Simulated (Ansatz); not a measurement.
# 1T-NiF2 monolayer in a perpendicular field, part 2 of 2

Aim: how the 1T-NiF2 monolayer screens a field along its normal, and what the field does to its bands. A positive field points along +c.

Ansatz 0.2.0; plane-wave DFT, PBE-D3(BJ), Ansatz PAW.

So far. Step 2 (Relaxation): The lattice constant a goes from 2.465 to 3.084 Å.

## 3. Atoms held, field 0

A sawtooth potential applies the field, turning back in the middle of the vacuum. With the dipole correction the typed value is the field outside the slab. The induced dipole is small, so the SCF threshold is tight.

The cell differs from the one that the last finished run ended in (c 35.198 → 19.975 Å).

File input.yaml:

```yaml
crystal:
  lattice:
    - [3.0836831363, 0.0, 0.0]
    - [-1.5418415681, 2.6705479332, 0.0]
    - [0.0, 0.0, 19.974608244]
  atoms:
    - { symbol: F, position: [0.6666666667, 0.3333333333, 0.4505720408], spin: 0.15 }
    - { symbol: Ni, position: [0.0, 0.0, 0.5], spin: 1.65 }
    - { symbol: F, position: [0.3333333333, 0.6666666667, 0.5494279592], spin: 0.15 }
magnetization:
  spin_polarized: true
kpoints:
  mp_grid: { grid: [24, 24, 1] }
  band_path:
    path: [[0, 0, 0], [0.5, 0, 0], [0.33333333, 0.33333333, 0], [0, 0, 0]]
    npoints: 16
hamiltonian:
  xc: pbe
  dispersion: d3bj
scf:
  occupations: { method: fermi_dirac, width: 0.02585 }
  convergence: { dr2_threshold: 1.0e-10 }
efield:
  axis: 3
  dipole_correction: true
  ramp_position: 0.97
  ramp_width: 0.06
  amplitude: 0
output:
  dos: { projected: true, e_range: [-6, 5] }
  write_potential: true
  write_density: true
  volumetric_format: npy
  elf: true
```

Started as:

```console
$ ansatz run input.yaml --threads 2 --pin off --max-ram 3072MiB --backend cpu --events-out ev --progress --plain --runs-dir out
```

Numbers of over 12 decimals in the logs are rounded to 6 here.

Output:

```text
[...]
Crystal: 3 atoms, lattice volume = 164.493 Å³
Basis set: ecut = 420 eV, 3187 PW (Γ)
Bands: 21, of which v1, the nominal top of the filled ones, is band 16 counted from 1 (15 counted from 0)
Symmetry: 6 space group operations
k-points: 61 of 576 (time reversal used)
[...]
Starting moments: Σ|m| = 1.95 μB on 3 of 3 sites
[...]
SCF iter   1: F=—  HF=-7452.662682 eV  |F-HF|=—  |Δ(HF+E_count)|=         —  Δρ=3.35e-2 (↑2.53e-2 ↓3.35e-2)  dr2=1.51e0  dr2_m=5.39e-1  M=2.000 μB ∫|m|=2.023 μB  β_m=1.00  ethr=3.10e-3  p=0.000 e·Å  D=1.27e-13 V/Å  ΔV_dip=-0.00 eV  dr2_dipole=4.15e-10  V_vac-E_F(+/−)=5.70/5.70 eV  ⟨swp⟩=7.4  Hψ=13661  notcnv=0
[...]
efield: sawtooth ramp at fractional position 0.9700 (set: `efield.ramp_position`, or a place that a band, a saddle search or an elastic batch's reference lends), width 0.0600; the density the first Hamiltonian is built on has a dipole p = 0.000 e·Å; the dipole correction subtracts the counter field D = 1.27e-13 V/Å, which shifts the + side's vacuum level by -0.00 eV against the − side's; the planar-averaged density in the ramp window peaks in size at 6.9e-6 e/Å³
[...]
SCF iter   2: F=—  HF=-7454.238800 eV  |F-HF|=—  |Δ(HF+E_count)|=    1.58e0  Δρ=1.35e-2 (↑1.25e-2 ↓1.35e-2)  dr2=3.39e-1  dr2_m=2.82e-3  M=2.000 μB ∫|m|=2.046 μB  β_m=1.00  ethr=3.10e-3  p=0.000 e·Å  D=9.06e-6 V/Å  ΔV_dip=-0.00 eV  dr2_dipole=4.22e-10  V_vac-E_F(+/−)=5.55/5.55 eV  ⟨swp⟩=2.3  Hψ=5723  notcnv=0  defer=46  κ⁻¹=1.0e0(r=1)
density mixer auto → broyden: gapped, with few screened modes (density of states about μ 0.72 of a free-electron gas's, 12 screened modes)
SCF iter   3: F=—  HF=-7455.384519 eV  |F-HF|=—  |Δ(HF+E_count)|=    1.15e0  Δρ=7.72e-3 (↑7.72e-3 ↓7.51e-3)  dr2=8.45e-2  dr2_m=7.56e-4  M=2.000 μB ∫|m|=2.049 μB  β_m=1.00  ethr=1.06e-3  p=-0.000 e·Å  D=-3.52e-6 V/Å  ΔV_dip=0.00 eV  dr2_dipole=1.02e-10  V_vac-E_F(+/−)=5.90/5.90 eV  ⟨swp⟩=2.2  Hψ=4338  notcnv=0  defer=46  κ⁻¹=5.0e-2(r=2)
[...]
SCF iter  15: F=-7456.042851 eV  HF=-7456.042851 eV  |F-HF|=2.18e-11  |Δ(HF+E_count)|=  1.00e-11  Δρ=6.96e-8 (↑4.24e-8 ↓6.96e-8)  dr2=3.59e-12  dr2_m=5.02e-13  M=2.000 μB ∫|m|=2.046 μB  ethr=1.00e-12  p=-0.000 e·Å  D=-1.10e-9 V/Å  ΔV_dip=0.00 eV  dr2_dipole=6.31e-19  V_vac-E_F(+/−)=6.42/6.42 eV  ⟨swp⟩=4.7  Hψ=7778  notcnv=0
SCF 1 converged in 15 iterations: F = -7456.042851 eV  dr2 = 3.59e-12
[...]
this state was not tested for a lower state beside it, because the mixer in use, unlike msr1, does not test its closes by its own steps (another_mixer; see scf.mixing.algorithm and scf.lower_state_search)
NSCF: frozen V_eff on 49 k-points
efield: sawtooth ramp at fractional position 0.9700 (kept from the solve that this one continues, or follows in the run), width 0.0600; the density the first Hamiltonian is built on has a dipole p = -0.000 e·Å; the dipole correction subtracts the counter field D = -1.10e-9 V/Å, which shifts the + side's vacuum level by +0.00 eV against the − side's; the planar-averaged density in the ramp window peaks in size at 1.8e-5 e/Å³
SCF converged after 15 iterations
Magnetization: 2.0000 μB (17.0000 up, 15.0000 down)
Absolute magnetization: 2.0444 μB (∫|ρ↑−ρ↓|, with the PAW one-centre terms)
[...]
Per-site moments (μB) at R_I (Å): [(0.145636, 0.839766), (1.651135, 0.839766), (0.145636, 0.839766)]
Free energy (F): -7456.042851 eV
[...]
Internal energy: -7456.042851 eV  (E = F + TS)
E sigma→0 (E₀):  -7456.042851 eV
Fermi energy:    -3.589539 eV
Dipole field:    D = -0.000000 V/Å  (p = -0.000000 e·Å, saw-weighted, corrected)
Work function:   Φ+ = 6.4206 eV   Φ− = 6.4208 eV
Levels:          The Fermi level and band energies are counted from a zero that moves with the ramp; work functions are not
[...]
--- Band table (eV; the first three rows and the last of 122) ---
  k-point 0 ↑: bands = [... 12 lower, -6.0712, -6.0712, -5.3020, -4.8148, -4.8148, -0.5414, 1.9298, 2.6894, ... 1 higher]
  k-point 1 ↑: bands = [... 12 lower, -6.0598, -6.0518, -5.3023, -4.8407, -4.8240, -0.4789, 1.9724, 2.7254, ... 1 higher]
  k-point 2 ↑: bands = [... 12 lower, -6.0325, -5.9981, -5.3050, -4.9129, -4.8505, -0.2961, 2.0976, 2.8334, ... 1 higher]
  k-point 60 ↓: bands = [... 12 lower, -4.7821, -4.6002, -4.6002, -2.6481, -2.6481, 5.4179, 7.2613, 7.2613, ... 1 higher]
```

The job ended after 35 s (2 threads of Intel Xeon at 2.70GHz, shared host; peak memory 0.76 GiB; 67 s of CPU time).

This step gave:

* gap on the k-mesh: 1.537 eV
* dipole along the normal: -2.07e-9 e·Å
* gap along the path: 1.537 eV
* ionisation energy, upper face: 7.181 eV
* electron affinity, upper face: 5.644 eV
* gap, the smaller of path and mesh: 1.537 eV

Running mean over a fixed 2.5 Å (it still follows the layers) of the planar mean; the ramp of the sawtooth is left out. Table of electron's electrostatic potential energy less the Fermi level by z:

z (Å), electron's electrostatic potential energy less the Fermi level (eV) and a bar from the least value:
```
      3.0       6.42 ##############################
      3.5       6.42 ##############################
      4.0       6.42 ##############################
      4.5       6.42 ##############################
      5.0       6.42 ##############################
      5.5       6.42 ##############################
      6.0       6.42 ##############################
      6.5       6.40 ##############################
      7.0       6.30 ##############################
      7.5       5.40 ############################
      8.0       3.19 #######################
      8.5       0.06 #################
      9.0      -3.69 #########
      9.5      -6.65 ###
     10.0      -7.92 
     10.5      -6.54 ###
     11.0      -3.51 #########
     11.5       0.24 #################
     12.0       3.33 ########################
     12.5       5.48 ############################
     13.0       6.31 ##############################
     13.5       6.40 ##############################
     14.0       6.42 ##############################
     14.5       6.42 ##############################
     15.0       6.42 ##############################
     15.5       6.42 ##############################
     16.0       6.42 ##############################
     16.5       6.42 ##############################
     17.0       6.42 ##############################
```

The density of states has structure finer than the step of the table below, so its rows give means over 0.25 eV, whole bins alone (the curve runs from -6 to 2.77 eV). Peaks (eV: height): total -4.980: 9.36, -4.920: 9.66, -2.110: 13.6, -1.200: 15.3, -1.070: 10.2, -1.010: 12.6, 1.200: 9.85; up -5.370: 7.39, -5.230: 6.56, -2.390: 5.09, -2.110: 13.6, -1.970: 7.33, -1.700: 8.90, -1.420: 6.44; down -4.980: 8.36, -4.920: 8.69, -1.200: 15.3, -1.070: 10.2, -1.010: 12.6, 0.810: 8.32, 1.200: 9.85.

Table of density of states by energy, zero at the Fermi level of the run, which the smearing sets inside the gap; means over each step; values in states/eV a cell:

| energy (eV) | total | up | down |
| --- | --- | --- | --- |
| -5.75 | 1.10 | 0.247 | 0.855 |
| -5.50 | 4.47 | 2.04 | 2.42 |
| -5.25 | 5.44 | 4.41 | 1.03 |
| -5.00 | 4.64 | 1.00 | 3.64 |
| -4.75 | 3.68 | 1.21 | 2.47 |
| -4.50 | 3.59 | 1.55 | 2.03 |
| -4.25 | 3.04 | 1.14 | 1.90 |
| -4.00 | 2.41 | 0.994 | 1.41 |
| -3.75 | 0.611 | 0 | 0.611 |
| -3.50 | 0 | 0 | 0 |
| -3.25 | 0 | 0 | 0 |
| -3.00 | 0 | 0 | 0 |
| -2.75 | 0 | 0 | 0 |
| -2.50 | 1.40 | 1.40 | 0 |
| -2.25 | 5.33 | 5.33 | 0 |
| -2.00 | 4.69 | 4.69 | 0 |
| -1.75 | 4.60 | 4.60 | 0 |
| -1.50 | 3.47 | 3.47 | 0 |
| -1.25 | 6.28 | 1.05 | 5.24 |
| -1.00 | 5.35 | 0 | 5.35 |
| -0.75 | 1.23 | 0 | 1.23 |
| -0.50 | 0 | 0 | 0 |
| -0.25 | 0 | 0 | 0 |
| 0.00 | 0 | 0 | 0 |
| 0.25 | 0 | 0 | 0 |
| 0.50 | 0 | 0 | 0 |
| 0.75 | 2.74 | 0 | 2.74 |
| 1.00 | 2.82 | 0 | 2.82 |
| 1.25 | 2.55 | 0 | 2.55 |
| 1.50 | 0 | 0 | 0 |

Projected DOS per atom over height of the atomic layer and energy from the Fermi level. Layers: F Ni F from below.

Values in states/eV, 22 rows by 3 columns, each cell a mean:
```
0.00 0.00 0.00
0.00 0.00 0.00
0.00 0.00 0.00
0.05 0.39 0.05
0.32 3.09 0.32
0.05 0.64 0.05
0.00 0.00 0.00
0.00 0.00 0.00
0.02 0.25 0.02
0.17 5.23 0.17
0.53 3.18 0.53
0.49 3.11 0.49
0.19 4.73 0.19
0.02 0.59 0.02
0.00 0.00 0.00
0.00 0.00 0.00
0.53 0.01 0.53
1.41 0.10 1.41
1.75 0.32 1.75
1.63 0.42 1.63
2.22 0.92 2.22
0.67 0.31 0.67
```
Columns: height of the atomic layer (Å) from 9 to 11.0; rows upwards: energy from the Fermi level (eV) from -5.96 to 2.77.

Projected DOS per atom, spin up over height of the atomic layer and energy from the Fermi level. Layers: F Ni F from below.

Ten even steps from '_' (0.00 states/eV) to '@' (4.73 states/eV), each cell a mean:
```
______
______
______
______
______
______
______
______
______
______
..--..
..**..
__@@__
__..__
______
______
______
..__..
..__..
..__..
::..::
______
```
Columns: height of the atomic layer (Å) from 9 to 11.0; rows upwards: energy from the Fermi level (eV) from -5.96 to 2.77.

Projected DOS per atom, spin down over height of the atomic layer and energy from the Fermi level. Layers: F Ni F from below.

Values in states/eV, 22 rows by 3 columns, each cell a mean:
```
0.00 0.00 0.00
0.00 0.00 0.00
0.00 0.00 0.00
0.05 0.39 0.05
0.32 3.09 0.32
0.05 0.64 0.05
0.00 0.00 0.00
0.00 0.00 0.00
0.02 0.25 0.02
0.17 5.23 0.17
0.04 1.53 0.04
0.00 0.00 0.00
0.00 0.00 0.00
0.00 0.00 0.00
0.00 0.00 0.00
0.00 0.00 0.00
0.53 0.01 0.53
0.78 0.07 0.78
1.07 0.24 1.07
1.13 0.28 1.13
0.81 0.26 0.81
0.43 0.15 0.43
```
Columns: height of the atomic layer (Å) from 9 to 11.0; rows upwards: energy from the Fermi level (eV) from -5.96 to 2.77.

Deep bands are left out, so band numbers here count from the lowest band kept and differ from the log's. Electronic bands along the path, in eV, zero at the Fermi level of the run, which the smearing sets inside the gap; # counts the bands kept:

| point | up #8 | up #9 | up #10 | up #11 | down #8 | down #9 | down #10 | down #11 |
| --- | --- | --- | --- | --- | --- | --- | --- | --- |
| Γ | -2.48 | -1.71 | -1.23 | -1.23 | -1.32 | -0.76 | 1.23 | 1.23 |
| halfway | -2.12 | -1.85 | -1.67 | -1.42 | -1.14 | -0.85 | 0.83 | 1.20 |
| M | -2.21 | -2.04 | -1.67 | -1.31 | -1.08 | -1.03 | 0.80 | 1.22 |
| halfway | -2.16 | -2.00 | -1.75 | -1.49 | -1.06 | -1.03 | 0.85 | 1.09 |
| K | -2.01 | -2.01 | -1.72 | -1.72 | -1.01 | -1.01 | 0.94 | 0.94 |
| halfway | -2.15 | -1.93 | -1.76 | -1.50 | -1.11 | -0.90 | 0.85 | 1.10 |
| Γ | -2.48 | -1.71 | -1.23 | -1.23 | -1.32 | -0.76 | 1.23 | 1.23 |

Spin density in the ca plane at fractional y = 0.000, with atoms of Ni within 0.2 Å of it.

Ten even steps from '0' (0.0 e/Å³) to '9' (4.3 e/Å³), each cell a mean:
```
00000000000000000000001550000000000000000000
00000000000000000000000000000000000000000000
00000000000000000000000000000000000000000000
00000000000000000000000000000000000000000000
00000000000000000000000000000000000000000000
00000000000000000000000000000000000000000000
00000000000000000000000210000000000000000000
00000000000000000000000980000000000000000000
```
Columns run along c (16.0 Å, from fractional 0.07 to 0.88 of the cell), rows up along a (3.1 Å). Atoms in or near the plane, at fractional coordinates: Ni at (0.50, 0.00).

Valence density in the ca plane at fractional y = 0.000, with atoms of Ni within 0.2 Å of it. It is the smooth field of the valence electrons, not physical close to the nuclei.

Ten steps, logarithmic in the rise over the least value, from '0' (0 e/Å³) to '9' (40 e/Å³), each cell a mean:
```
00000000000000000000015885100000000000000000
00000000000000000000012442000000000000000000
00000000000000000000011111100000000000000000
00000000000000000000111001110000000000000000
00000000000000000000111001100000000000000000
00000000000000000000001221000000000000000000
00000000000000000000014663100000000000000000
00000000000000000000026996100000000000000000
```
Columns run along c (16.0 Å, from fractional 0.07 to 0.88 of the cell), rows up along a (3.1 Å). Atoms in or near the plane, at fractional coordinates: Ni at (0.50, 0.00).

Electrostatic potential energy in the ca plane at fractional y = 0.000, with atoms of Ni within 0.2 Å of it. With pseudopotentials it is smooth inside the atoms' cores, unlike the true potential.

Ten even steps from '0' (-36 eV) to '9' (3 eV), each cell a mean:
```
99999999999999999999850000689999999999999999
99999999999999999999974114899999999999999999
99999999999999999999988778899999999999999999
99999999999999999999998888999999999999999999
99999999999999999999988888999999999999999999
99999999999999999999986457899999999999999999
99999999999999999999871002799999999999999999
99999999999999999999850000589999999999999999
```
Columns run along c (16.0 Å, from fractional 0.07 to 0.88 of the cell; values clipped at the 3rd and 97th percentile), rows up along a (3.1 Å). Atoms in or near the plane, at fractional coordinates: Ni at (0.50, 0.00).

The gap is 1.54 eV, with the valence edge 7.18 eV and the conduction edge 5.64 eV under the upper vacuum level.

## 4. Single point, field 0.1 V/Å

input.yaml: that of step 3 with these lines changed.

```diff
@@ -25,7 +25,6 @@
   dipole_correction: true
-  ramp_position: 0.97
-  ramp_width: 0.06
-  amplitude: 0
+  ramp_position: 0.9134
+  ramp_width: 0.1732
+  amplitude: 0.1
 output:
-  dos: { projected: true, e_range: [-6, 5] }
   write_potential: true
@@ -33,2 +32 @@
   volumetric_format: npy
-  elf: true
```

Output:

```text
[...]
Crystal: 3 atoms, lattice volume = 164.493 Å³
Basis set: ecut = 420 eV, 3187 PW (Γ)
Bands: 21, of which v1, the nominal top of the filled ones, is band 16 counted from 1 (15 counted from 0)
Symmetry: 6 space group operations
k-points: 61 of 576 (time reversal used)
[...]
Starting moments: Σ|m| = 1.95 μB on 3 of 3 sites
[...]
k-point 1 ↑: bands = [... 12 lower, -6.0600, -6.0519, -5.3025, -4.8408, -4.8242, -0.4808, 1.9310, 2.5773, ... 1 higher]
  k-point 2 ↑: bands = [... 12 lower, -6.0327, -5.9983, -5.3052, -4.9130, -4.8506, -0.2981, 2.0540, 2.6903, ... 1 higher]
  k-point 60 ↓: bands = [... 12 lower, -4.7822, -4.6011, -4.5995, -2.6483, -2.6482, 5.4171, 7.2378, 7.2799, ... 1 higher]
[key lines of the parts left out:]
SCF converged after 15 iterations
Magnetization: 2.0000 μB (17.0000 up, 15.0000 down)
Free energy (F): -7456.043411 eV
Fermi energy:    -3.589701 eV
Dipole field:    D = 0.012318 V/Å  (p = 0.011198 e·Å, saw-weighted, corrected)
```

Wall time 40 s (2 threads); peak memory 0.76 GiB.

The dipole is 0.0112 e·Å, and the gap 1.537 eV.

## 5. Single point, field -0.1 V/Å

input.yaml: that of step 4 with these lines changed.

```diff
@@ -27,3 +27,3 @@
   ramp_width: 0.1732
-  amplitude: 0.1
+  amplitude: -0.1
 output:
```

Output:

```text
[...]
Crystal: 3 atoms, lattice volume = 164.493 Å³
Basis set: ecut = 420 eV, 3187 PW (Γ)
Bands: 21, of which v1, the nominal top of the filled ones, is band 16 counted from 1 (15 counted from 0)
Symmetry: 6 space group operations
k-points: 61 of 576 (time reversal used)
[...]
Starting moments: Σ|m| = 1.95 μB on 3 of 3 sites
[...]
k-point 1 ↑: bands = [... 12 lower, -6.0600, -6.0519, -5.3025, -4.8408, -4.8242, -0.4808, 1.9310, 2.5773, ... 1 higher]
  k-point 2 ↑: bands = [... 12 lower, -6.0327, -5.9983, -5.3052, -4.9130, -4.8506, -0.2981, 2.0540, 2.6903, ... 1 higher]
  k-point 60 ↓: bands = [... 12 lower, -4.7822, -4.6011, -4.5995, -2.6483, -2.6482, 5.4171, 7.2378, 7.2799, ... 1 higher]
[key lines of the parts left out:]
SCF converged after 15 iterations
Magnetization: 2.0000 μB (17.0000 up, 15.0000 down)
Free energy (F): -7456.043411 eV
Fermi energy:    -3.589701 eV
Dipole field:    D = -0.012318 V/Å  (p = -0.011198 e·Å, saw-weighted, corrected)
```

It took 42 s on 2 threads; peak memory 0.76 GiB; 80 s of CPU time.

The dipole is -0.0112 e·Å, and the gap 1.537 eV.

## 6. Response, atoms held

This step: plane-wave DFT, PBE-D3(BJ), Ansatz PAW; response to a field along the normal, atoms held (Ansatz 0.2.0).

The dipoles give the slope, and the difference of two potentials shows where the field is screened.

Numbers from this step:

* equivalent conductor thickness p/(ε₀AE): 2.460 Å
* distance between the outer atoms: 1.975 Å

Table of dipole of the cell by applied field:

| applied field (V/Å) | dipole of the cell (e·Å) |
| --- | --- |
| -0.1000 | -0.0112 |
| 0.0000 | 0 |
| 0.1000 | 0.0112 |

The total moment stays at 2 μB for applied field from -0.1 to 0.1 V/Å.

Local field over the applied field, running mean. From the potentials at -0.1 and 0.1 V/Å; running mean over 2.5 Å. Table of local field over applied field by z:

| z (Å) | local field over applied field |
| --- | --- |
| 4.14 | 1.000 |
| 4.44 | 1.000 |
| 4.73 | 1.000 |
| 5.03 | 1.000 |
| 5.47 | 0.999 |
| 5.77 | 0.998 |
| 6.07 | 0.996 |
| 6.36 | 0.990 |
| 6.66 | 0.978 |
| 6.95 | 0.956 |
| 7.25 | 0.915 |
| 7.55 | 0.855 |
| 7.99 | 0.740 |
| 8.29 | 0.649 |
| 8.58 | 0.560 |
| 8.88 | 0.475 |
| 9.17 | 0.396 |
| 9.47 | 0.327 |
| 9.77 | 0.288 |
| 10.21 | 0.288 |
| 10.51 | 0.327 |
| 10.80 | 0.396 |
| 11.10 | 0.475 |
| 11.39 | 0.560 |
| 11.69 | 0.649 |
| 11.98 | 0.740 |
| 12.43 | 0.855 |
| 12.72 | 0.915 |
| 13.02 | 0.956 |
| 13.32 | 0.978 |
| 13.61 | 0.990 |
| 13.91 | 0.996 |
| 14.20 | 0.998 |
| 14.50 | 0.999 |
| 14.94 | 1.000 |
| 15.24 | 1.000 |
| 15.54 | 1.000 |
| 15.83 | 1.000 |

Electrons, planar mean, per unit field. The induced electron density by z:

| z (Å) | induced electron density (e/Å³ per V/Å) |
| --- | --- |
| 4.14 | 2.0e-7 |
| 4.44 | 2.9e-7 |
| 4.73 | 4.5e-7 |
| 5.03 | 8.7e-7 |
| 5.47 | 2.3e-6 |
| 5.77 | 5.8e-6 |
| 6.07 | 1.4e-5 |
| 6.36 | 3.3e-5 |
| 6.66 | 7.7e-5 |
| 6.95 | 1.7e-4 |
| 7.25 | 3.7e-4 |
| 7.55 | 7.8e-4 |
| 7.99 | 0.00204 |
| 8.29 | 0.00317 |
| 8.58 | 0.00299 |
| 8.88 | 0.00178 |
| 9.17 | 0.00247 |
| 9.47 | 6.2e-5 |
| 9.77 | -3.6e-4 |
| 10.21 | 3.6e-4 |
| 10.51 | -6.2e-5 |
| 10.80 | -0.00247 |
| 11.10 | -0.00178 |
| 11.39 | -0.00299 |
| 11.69 | -0.00317 |
| 11.98 | -0.00204 |
| 12.43 | -7.8e-4 |
| 12.72 | -3.7e-4 |
| 13.02 | -1.7e-4 |
| 13.32 | -7.7e-5 |
| 13.61 | -3.3e-5 |
| 13.91 | -1.4e-5 |
| 14.20 | -5.8e-6 |
| 14.50 | -2.3e-6 |
| 14.94 | -8.7e-7 |
| 15.24 | -4.5e-7 |
| 15.54 | -2.9e-7 |
| 15.83 | -2.0e-7 |

By hand: between -0.1 and 0.1 V/Å the dipole changes by 0.02240 e·Å, a slope of 0.1120 e·Å²/V. A perfect conductor of thickness t has p = ε₀AEt, so t = 180.95 × 0.1120 / 8.235 = 2.46 Å (e/ε₀ = 180.95 V·Å, A in Å²).

The induced dipole is that of a conductor 2.46 Å thick.

## 7. What came out

```yaml
gap_without_field: 1.54 eV
ionisation_energy_upper_face: 7.18 eV
electron_affinity_upper_face: 5.64 eV
equivalent_conductor_thickness_atoms_held: 2.46 Å
```

**Reading.** The induced dipole equals that of a perfect conductor 2.46 Å thick, while the outer atoms lie 1.97 Å apart; an out-of-plane ε follows only once a thickness t is chosen, by 1 − 1/ε = 2.46 Å / t. The gap stays within 0.01 eV of 1.54 eV over the fields run, up to 0.1 V/Å in size. Semilocal functionals give gaps that are too small, and excitons are not included. The magnetic order is the one reached from the typed start; other orders were not compared.

[Logs are printed without paths, hosts, clocks, repeated set-up lines and the standing remarks that a program may print on its own settings, such as how far it seeks lower states.]

[Hosts, paths, dates, database ids (printed as entryN), source tags and the programs' standing remarks are cut or masked in the printed files.]

[Maps of the electrostatic potential energy from Ansatz leave out the sawtooth potential of an applied field or a dipole correction, so their vacuum need not be flat; planar profiles and work functions include it.]

[The density of states shown here was stored with 400 of the rows of the run's finer table, so its peaks can read low, often by over a quarter, or be missed, and its means over a window can be off by a tenth or more.]
